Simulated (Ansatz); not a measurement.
# linear Y chain: one chain at several levels of theory, part 3 of 3

How many channels does the linear Y chain carry, and how sure is the answer?

Ansatz 0.2.0; DFT PBE, plane waves, PAW; relaxation of a chain's period (the session's first sound run).

So far, conductance of the lead as this run defines it (G₀): 4.00 in steps 3, 5 and 7.

**8. Side by side**

Times are for 8 threads of Arm Neoverse V1, shared host. Results by setting:

| no. | level | conductance of the lead as this run defines it (G₀) | time | memory (GiB) |
| --- | --- | --- | --- | --- |
| 1 | PBE | 3.996 | 33 s | 1.1 |
| 2 | PBEsol | 4.000 | 32 s | 1.1 |
| 3 | LDA | 4.000 | 27 s | 1.0 |

The runs together. Table of open channels of the lead by energy, zero at the Fermi level:

| energy (eV) | PBE | PBEsol | LDA |
| --- | --- | --- | --- |
| -2.000 | 1 | 1 | 1 |
| -1.895 | 1 | 1 | 1 |
| -1.790 | 1 | 1 | 1 |
| -1.685 | 1 | 1 | 1 |
| -1.615 | 1 | 1 | 1 |
| -1.510 | 1 | 1 | 1 |
| -1.405 | 1 | 1 | 1 |
| -1.300 | 1 | 1 | 1 |
| -1.195 | 1 | 1 | 1 |
| -1.090 | 1 | 1 | 1 |
| -0.985 | 1 | 1 | 1 |
| -0.915 | 1 | 1 | 1 |
| -0.810 | 1 | 1 | 1 |
| -0.705 | 1 | 1 | 1 |
| -0.600 | 1 | 1 | 3 |
| -0.495 | 3 | 3 | 3 |
| -0.390 | 3 | 3 | 3 |
| -0.285 | 3 | 3 | 4 |
| -0.215 | 3 | 4 | 4 |
| -0.110 | 4 | 4 | 4 |
| -0.005 | 4 | 4 | 4 |
| 0.100 | 4 | 4 | 4 |
| 0.205 | 4 | 4 | 4 |
| 0.310 | 4 | 4 | 4 |
| 0.415 | 4 | 4 | 4 |
| 0.485 | 4 | 4 | 4 |
| 0.590 | 6 | 6 | 6 |
| 0.695 | 6 | 6 | 6 |
| 0.800 | 4 | 4 | 6 |
| 0.905 | 4 | 4 | 4 |
| 1.010 | 4 | 4 | 4 |
| 1.115 | 4 | 4 | 4 |
| 1.185 | 4 | 4 | 4 |
| 1.290 | 4 | 4 | 4 |
| 1.395 | 4 | 4 | 4 |
| 1.500 | 4 | 4 | 4 |
| 1.605 | 4 | 4 | 4 |
| 1.710 | 4 | 4 | 4 |
| 1.815 | 3 | 4 | 4 |
| 1.885 | 3 | 4 | 4 |

**9. Relaxation of atoms and period, cutoff 900 eV**

This step: DFT PBE, plane waves, PAW (JTH); relaxation of a chain's period (Ansatz 0.2.0).

The same functional on other atomic datasets tests how far the result hangs on the treatment of the cores. Against the first PBE run of this kind, the cutoff is 900 eV against 420.

input.yaml

```yaml
crystal:
  lattice:
    - [12.0, 0.0, 0.0]
    - [0.0, 12.0, 0.0]
    - [0.0, 0.0, 3.534]
  atoms:
    - { symbol: "Y", position: [0.5, 0.5, 0.0], spin: 1.0 }
magnetization:
  spin_polarized: true
kpoints:
  mp_grid: { grid: [1, 1, 23] }
scf:
  occupations: { method: fermi_dirac, width: 0.05 }
hamiltonian:
  xc: pbe
  pseudopotentials: { kind: paw, source: jth }
relax:
  cell: { fix: [a, b, alpha, beta, gamma] }
  max_steps: 60
```

Started as:

```console
ansatz run input.yaml --threads 8 --pin off --max-ram 16384MiB --backend cpu --events-out ev --progress --plain --runs-dir out
```

Numbers of over 12 decimals in the logs are rounded to 6 here.

What it wrote:

```text
[...]
-0.004424       0.000000       0.000000
        0.000000      -0.004424       0.000000
        0.000000       0.000000      -0.006934
  P = ⅓ Tr σ = -0.0053 GPa (-0.053 kbar)
--- Relaxed structure (5 steps of the walk, 5 accepted, 1 SCFs on fresh bases) ---
[...]
cell:  # Å, volume = 433.7987 Å³
    - [12.0, 0.0, 0.0]
    - [0.0, 12.0, 0.0]
    - [0.0, 0.0, 3.012491]
  atoms:
    - { symbol: Y, position: [0.5, 0.5, 0.0] }
[key lines of the parts left out:]
SCF converged after 6 iterations
Magnetization: 0.0000 μB (5.5000 up, 5.5000 down)
Free energy (F): -3841.998720 eV
Fermi energy:    -1.838896 eV
```

Elapsed: 2.1 min, on 8 threads of Arm Neoverse V1, shared host; peak memory 2.4 GiB; 16 min of CPU time.

The steps of the relaxation:

| step | energy less that of the first step (eV) | largest force component (eV/Å) | pressure (GPa) | volume (Å³) |
| --- | --- | --- | --- | --- |
| 1 | 0.0000 | 0.0000 | -0.22 | 508.90 |
| 2 | -0.0375 | 0.0000 | -0.20 | 499.21 |
| 3 | -0.1043 | 0.0000 | -0.08 | 474.41 |
| 4 | -0.1215 | 0.0000 | -0.11 | 458.61 |
| 5 | -0.1523 | 0.0000 | 0.00 | 433.80 |
| 6* | -0.1519 | 0.0000 | -0.01 | 433.80 |

Relaxation steps marked * repeat the geometry before them on a plane-wave basis chosen anew for their cell, so energy and pressure can jump there.

| cell as run | before | after | change |
| --- | --- | --- | --- |
| c (Å) | 3.534 | 3.012 | -14.8 % |

Final coordinates:

```cif
data_structure
_symmetry_space_group_name_H-M 'P 1'
_symmetry_Int_Tables_number 1
_cell_length_a 12.0000
_cell_length_b 12.0000
_cell_length_c 3.0125
_cell_angle_alpha 90.000
_cell_angle_beta 90.000
_cell_angle_gamma 90.000
_cell_volume 433.80
loop_
_atom_site_label
_atom_site_type_symbol
_atom_site_fract_x
_atom_site_fract_y
_atom_site_fract_z
_atom_site_occupancy
Y1 Y 0.50000 0.50000 0.00000 1
```

The cell's length comes to 3.012 Å, -0.0 % against the first run, with no moment. That is -15 % against the start, more than a small adjustment.

The cell shrank by 14.8 % in its periodic edges.

**10. Relaxing the period**

This step: DFT PBE, plane waves, PAW; relaxation of a chain's period (Ansatz 0.2.0).

No moment formed, so a run without spin should agree; this checks it and saves time.

input.yaml, the sections that differ from step 9:

```yaml
crystal:
  lattice:
    - [12.0, 0.0, 0.0]
    - [0.0, 12.0, 0.0]
    - [0.0, 0.0, 3.534]
  atoms:
    - { symbol: "Y", position: [0.5, 0.5, 0.0] }
hamiltonian:
  xc: pbe
# kpoints, scf, relax: as in step 9
# magnetization: removed
```

What it wrote:

```text
[...]
Crystal: 1 atoms, lattice volume = 508.896 Å³
Basis set: ecut = 420 eV, 9891 PW (Γ), exchange–correlation on 162×162×48 points (8 copies of the dense FFT grid, shifted against one another)
Bands: 10, of which v1, the nominal top of the filled ones, is band 6 counted from 1 (5 counted from 0)
Symmetry: 16 space group operations
[...]
k-points: 12 of 23
[...]
--- Stress (GPa, compression-positive) ---
       -0.004433       0.000000       0.000000
        0.000000      -0.004433       0.000000
        0.000000       0.000000       0.013921
  P = ⅓ Tr σ = 0.0017 GPa (0.017 kbar)
--- Relaxed structure (6 steps of the walk, 6 accepted, 1 SCFs on fresh bases) ---
[...]
cell:  # Å, volume = 432.8256 Å³
    - [12.0, 0.0, 0.0]
    - [0.0, 12.0, 0.0]
    - [0.0, 0.0, 3.005733]
  atoms:
    - { symbol: Y, position: [0.5, 0.5, 0.0] }
[key lines of the parts left out:]
SCF converged after 6 iterations
Free energy (F): -3845.717891 eV
Fermi energy:    -1.845081 eV
```

The job ended after 4.5 s (8 threads; peak memory 0.72 GiB).

The cell's length comes to 3.006 Å, -0.2 % against the first run, with spin left out. That is -15 % against the start, more than a small adjustment.

**11. Comparing the runs**

Times are for 8 threads of Arm Neoverse V1, shared host. Results by setting:

| no. | level | cell length along the wire (Å) | time | memory (GiB) |
| --- | --- | --- | --- | --- |
| 1 | PBE | 3.013 | 57 s | 1.0 |
| 2 | PBEsol | 2.923 | 15 s | 0.88 |
| 3 | LDA | 2.811 | 27 s | 0.94 |
| 4 | PBE, JTH files | 3.012 | 2.1 min | 2.4 |
| 5 | PBE, no spin | 3.006 | 4.5 s | 0.72 |

**12. The same system on other settings**

This step: DFT PBE, plane waves, PAW; channels and complex bands of a perfect chain; changed: kpoints.mp_grid.kspacing = 0.3, scf.max_iter = 60 (Ansatz 0.2.0).

The input of the run on the perfect lead (PBE) is made doubtful on purpose. The ELF is not written this time.

input.yaml

```yaml
crystal:
  lattice:
    - [12.0, 0.0, 0.0]
    - [0.0, 12.0, 0.0]
    - [0.0, 0.0, 3.0126025819]
  atoms:
    - { symbol: "Y", position: [0.5, 0.5, 0.0] }
kpoints:
  mp_grid: { grid: [1, 1, 27], kspacing: 0.3 }
  band_path: { path: ["Γ", Z], npoints: 60 }
scf:
  occupations: { method: fermi_dirac, width: 0.05 }
  max_iter: 60
hamiltonian:
  xc: pbe
output:
  transmission:
    e_range: [-2, 2]
    de: 0.035
    kmesh: [1, 1]
    reduced_basis: true
    leads: [[0, 0]]
  dos: { projected: true, e_range: [-6, 4] }
  write_potential: true
  write_density: true
  volumetric_format: npy
```

What it wrote:

```text
Error: invalid value for `kpoints.mp_grid.kspacing`: mutually exclusive with `grid` — set one or the other
```

It took 0.05 s on 8 threads; peak memory 0.071 GiB.

The program refused the input before any cycle.

The program's message: “Error: invalid value for `kpoints.mp_grid.kspacing`: mutually exclusive with `grid` — set one or the other”

The change that led to it: kpoints.mp_grid.kspacing = 0.3.

**13. A repeat with changed settings**

This step: DFT PBE, plane waves, PAW; channels and complex bands of a perfect chain; changed: output.transmission.leads = [[0, 4]], scf.max_iter = 50 (Ansatz 0.2.0).

The input of the run on the perfect lead (PBE) is made doubtful on purpose. The ELF is not written this time.

input.yaml, the sections that differ from step 12:

```yaml
kpoints:
  mp_grid: { grid: [1, 1, 27] }
  band_path: { path: ["Γ", Z], npoints: 60 }
scf:
  occupations: { method: fermi_dirac, width: 0.05 }
  max_iter: 50
output:
  transmission:
    e_range: [-2, 2]
    de: 0.035
    kmesh: [1, 1]
    reduced_basis: true
    leads: [[0, 4]]
  dos: { projected: true, e_range: [-6, 4] }
  write_potential: true
  write_density: true
  volumetric_format: npy
# crystal, hamiltonian: as in step 12
```

What it wrote:

```text
Error: inconsistent input (output.transmission.leads, crystal): the lead [0, 4] names a site that the cell does not have: it has 1, counted from 0.
List the leads and leave barriers out. Name each by two sites of one ion a step apart, counted from 0. A search, which can't tell a lead from a barrier or a film with its gap, finds:
  [0, 0]  Y1, period 3.0126 Å from a height of 1.51 Å
```

Run time: 0.06 s. Hardware: 8 threads; peak memory 0.09 GiB.

The program refused the input before any cycle.

The program's message: “Error: inconsistent input (output.transmission.leads, crystal): the lead [0, 4] names a site that the cell does not have: it has 1, counted from 0.”

The change that led to it: output.transmission.leads = [[0, 4]].

**14. What came out**

* cell length, PBE: 3.013 Å
* cell length, PBEsol: 2.923 Å
* cell length, LDA: 2.811 Å
* cell length, PBE, JTH files: 3.012 Å
* cell length, PBE, no spin: 3.006 Å
* conductance, PBE: 4.00 G₀
* conductance, PBEsol: 4.00 G₀
* conductance, LDA: 4.00 G₀

What this shows: Under PBE the cell's length is 3.01 Å, no moment survives, and it is a metal with 4 channels a spin next to the Fermi level, 4.00 G₀ at 300 K. The cell's length spans 7.2 % over the functionals, shortest under LDA and longest under PBE. A perfect wire passes every open channel, so the conductance counts half a G₀ for each forward-moving state at the Fermi level, spin by spin. Transport is coherent and elastic here: the atoms are frozen, so scattering by vibrations plays no part. The lead's cell of one atom keeps the chain straight and evenly spaced; a zigzag or dimerised form may lie lower.

[Logs are printed without paths, hosts, clocks, repeated set-up lines and the standing remarks that a program may print on its own settings, such as how far it seeks lower states.]

[Hosts, paths, dates, database ids (printed as entryN), source tags and the programs' standing remarks are cut or masked in the printed files.]
